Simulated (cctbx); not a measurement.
## Symmetry from intensities

Cell: a = 7.3500 Å, b = 7.8760 Å, c = 10.8260 Å, α = 90.00°, β = 90.00°, γ = 90.00°. Expected content of the cell: Te8 Sn4 Cd4 Ti4 S8.

Simulated single-crystal data (cctbx): Ga Kα, λ = 1.3414 Å, to d = 0.83 Å, 70 % of the full sphere, strongest reflection 40000 counts, noise from counting, a 2 % proportional error and a noise floor of 2 counts (s.d.); no absorption, some extinction.

Tests on the unmerged data give:

```text
3192 reflections to d = 0.830 A
centring   violations  <I/sigma> of those
    A        645 of  1642      8.2
    B        613 of  1598      7.4
    C        694 of  1576      9.5
    I          0 of  1601     -0.0
    R        926 of  2131     10.1
    F        976 of  2408      8.3
Laue class    unique    Rint  (classes that these axes allow; Friedel mates merged)
I 1 2/m 1         601   0.018
I 1 1 2/m         596   0.017
I 2/m 1 1         605   0.018
I m m m           348   0.019
space group    extra absences  I>4sigma  <I/sigma>
I 2 2 2                 0          0         -  acentric
I 21 21 21              0          0         -  acentric
I m m 2                 0          0         -  acentric
I 2 m m                 0          0         -  acentric
I m 2 m                 0          0         -  acentric
I 2 m b                48          0      -0.1  acentric
I m 2 a                48          0      -0.1  acentric
I m m m                 0          0         -  centric
I m m a                48          0      -0.1  centric
I m m b                48          0      -0.1  centric
Wilson B = 1.58 A^2   <|E^2-1|> = 0.963 (0.968 centric, 0.736 acentric)   E^2>4: 4.2 %
shell (A)         n   <I/sigma>
 6.37 - 1.65     53     48.4
 1.65 - 1.32     43     49.0
 1.32 - 1.15     46     43.5
 1.15 - 1.05     44     45.1
 1.05 - 0.97     39     37.7
 0.97 - 0.91     44     28.0
 0.91 - 0.87     41     37.5
 0.87 - 0.83     38     34.6
```

**Question.** What are the lattice type, the Laue class and the likely space group?

The reflections that I centring forbids are absent (⟨I/σ⟩ near 0), so the lattice is I.

Rint stays low (0.017 to 0.019) up to I m m m, the highest class in these axes.

10 settings pass the absence test. The most absences obeyed, 48, belong to I 2 m b, I m 2 a, I m m a and I m m b, which absences can't tell apart.

⟨|E²−1|⟩ = 0.963 leans to a centrosymmetric structure. The Wilson B of 1.58 Å² means U ≈ 0.0200 Å².

The true group is Imma (no. 74), Laue class mmm, centrosymmetric. The tables only narrow the choice to the tied entries; cell content, site symmetry and trial solutions must settle it.

The model is made up (kin elements in a known structure type, no relaxation), so it says nothing on whether the phase exists.

[Logs are printed without paths, hosts, clocks, repeated set-up lines and the standing remarks that a program may print on its own settings, such as how far it seeks lower states.]
